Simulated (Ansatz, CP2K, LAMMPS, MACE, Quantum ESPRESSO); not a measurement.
**Bulk modulus of glassy 84SiO2-16BaO (mol %) (71 atoms) across programs**

Aim: pressure against volume for glassy 84SiO2-16BaO (mol %) (71 atoms), with plane waves as the reference.

Results are calculated, not measured.

## 1. Set-up

The cell holds 71 atoms (21 Si, 4 Ba and 46 O), with edges of 10.15, 10.15 and 10.15 Å. Recipe: 71 atoms (21 Si, 4 Ba, 46 O) placed at random at 2.83 g/cm³, melted at 4000 K for 10 ps at fixed volume with the Morse and Coulomb pair potential with partial charges (Pedone, Malavasi, Menziani, Cormack and Segre, J. Phys. Chem. B 110, 11780 (2006)). Quenched from 4000 K to 300 K at 200 K/ps and fixed volume, held 10 ps at zero pressure, then minimised at fixed cell. Then the atoms were relaxed with MACE MPA-0 medium in the fixed cell. Then the atoms were relaxed with CP2K double zeta, PBE.

Bonds by pair of elements; cutoffs follow the first minimum of g(r), held within bounds set by covalent radii, and pairs that aren't listed don't count as bonded:

```
pair A-B  cutoff (Å)  bonds  mean length (Å)  spread (Å)  shortest (Å)  B about A  A about B
    O-Si        2.08     84             1.64       0.034          1.55       1.83          4
    O-Ba        3.29     26             2.81       0.228          2.43      0.565        6.5
```

## 2. The reference input

Quantum ESPRESSO 7.5: Kohn-Sham DFT, PBE, SSSP efficiency 1.3.0 pseudopotentials, plane waves. Its input, pw.in, for the unchanged cell:

```
&control
  calculation = 'scf'
  pseudo_dir = './pseudo'
  outdir = './tmp'
  disk_io = 'none'
  tprnfor = .true.
  tstress = .true.
/
&system
  ibrav = 0
  nat = 71
  ntyp = 3
  ecutwfc = 60
  ecutrho = 480
  nosym = .true.
  occupations = 'smearing'
  smearing = 'fd'
  degauss = 0.003675
/
&electrons
  conv_thr = 3.5e-07
  electron_maxstep = 100
  mixing_beta = 0.4
  mixing_mode = 'plain'
  diagonalization = 'david'
/
ATOMIC_SPECIES
Si 28.085 Si.upf
Ba 137.327 Ba.upf
O 15.999 O.upf
CELL_PARAMETERS angstrom
10.14529 0.00000 0.00000
0.00000 10.14529 0.00000
0.00000 0.00000 10.14529
ATOMIC_POSITIONS crystal
Si 0.89384 0.47014 0.77390
Si 0.54141 0.69117 0.45686
Si 0.08956 0.84223 0.63678
Si 0.05341 0.70155 0.89023
[... 65 atom lines left out ...]
O 0.63632 0.82871 0.96167
O 0.86753 0.14913 0.04385
K_POINTS gamma
```

```console
$ OMP_NUM_THREADS=1 mpirun -np 4 pw.x -in pw.in > output.txt
```

Elapsed: 4.3 min, on 4 MPI ranks of Arm Neoverse V2, shared host; peak memory 3.2 GiB; 17 min of CPU time.

It converged with an r.m.s. force component of 0.15 eV/Å and a pressure of 0.22 GPa.

## 3. The levels

Every level solves the same cells as single points. CPU time is summed over a level's finished runs, on a host shared with the other runs, so it is rough; the force column is the median over cells of the r.m.s. difference of force components from the reference.

| level | basis or training data | k-points | runs finished | CPU time | peak memory (GiB) | force difference (meV/Å) |
| --- | --- | --- | --- | --- | --- | --- |
| QE, PBE | plane waves, SSSP efficiency, 60/480 Ry | Γ | 5 of 5 | 84 min | 3.4 | reference |
| MACE MPA-0 medium | trained on PBE(+U) plane-wave data | - | 5 of 5 | 34 s | 0.96 | 55 |

The reference's own r.m.s. force component runs from 144 to 148 meV/Å over these cells.

## 4. Pressure against volume

The cell is scaled evenly, and at each volume CP2K double zeta, PBE relaxes the atoms again before the single points. The unchanged volume is 14.707 Å³ an atom. Pressures in GPa:

```
            level  -6 %  -3 %     0   +3 %   +6 %
          QE, PBE  3.58  1.79  0.22  -1.03  -2.27
MACE MPA-0 medium  3.98  2.10  0.46  -0.86  -2.16
```

Energy less that of the unchanged cell at the same level, in meV an atom:

```
            level   -6 %  -3 %   +3 %  +6 %
          QE, PBE  13.47  4.48  -0.76  2.04
MACE MPA-0 medium  13.74  4.50  -0.81  2.04
```

## 5. Moduli

From the three volumes nearest the unchanged one: B from the slope of pressure against ln V and from the curvature of the energy, the pressure that the slope of the energy implies, and the volume change at which the printed pressure crosses zero (a dash if it doesn't within the range).

```
            level  B from pressures (GPa)  B from energies (GPa)  printed pressure (GPa)  pressure from energies (GPa)  zero pressure at (%)
          QE, PBE                    47.1                   45.0                    0.22                          0.95                  +0.5
MACE MPA-0 medium                    49.4                   44.7                    0.46                          0.96                  +1.0
```

As a check by hand on the reference: from -3 to +3 % the pressure falls by 2.83 GPa while ln V grows by 0.0600, a ratio of 47.1 GPa.

Gap between the highest filled and the lowest empty level on the runs' k-points, in eV:

```
  level  -6 %  -3 %     0  +3 %  +6 %
QE, PBE  3.92  3.84  3.74  3.66  3.60
```

## 6. Findings

The plane-wave reference (PBE) gives a bulk modulus of 47.1 GPa from its pressures, at a volume where its pressure is 0.22 GPa; that pressure crosses zero at +0.5 %. Learned potentials: MACE MPA-0 medium 49.4 GPa (+5 %); its pressure lies +0.24 GPa from the reference's. Moduli from the energies run from 45 to 45 GPa, within 10 % of those from pressures.

The reference's gap falls as the cell grows, from 3.92 eV at -6 % to 3.60 eV at +6 %.

Caveats: The atoms follow CP2K double zeta, PBE, not each level's own minimum, so these moduli only approach relaxed ones and hang on that choice. Three points at finite strain give rough moduli, at the given volume rather than at zero pressure. Pressures at a fixed plane-wave cutoff or in a small atom-centred basis hold some basis error. The quench rate of 200 K/ps is many orders above laboratory rates, so the cell is likely richer in defects and strain than a real sample. The reference samples only Γ, in a cell whose shortest periodic width is 10 Å. Spin–orbit coupling is left out, which matters for the levels of the heavy elements. The reference isn't exact: its cutoffs and mesh weren't converged further here. Where levels are smeared, the DFT runs use Fermi–Dirac occupations at 580 K (0.05 eV), and energies are free energies.

[Logs are printed without paths, hosts, clocks, repeated set-up lines and the standing remarks that a program may print on its own settings, such as how far it seeks lower states.]

[Hosts, paths, dates, database ids (printed as entryN), source tags and the programs' standing remarks are cut or masked in the printed files.]
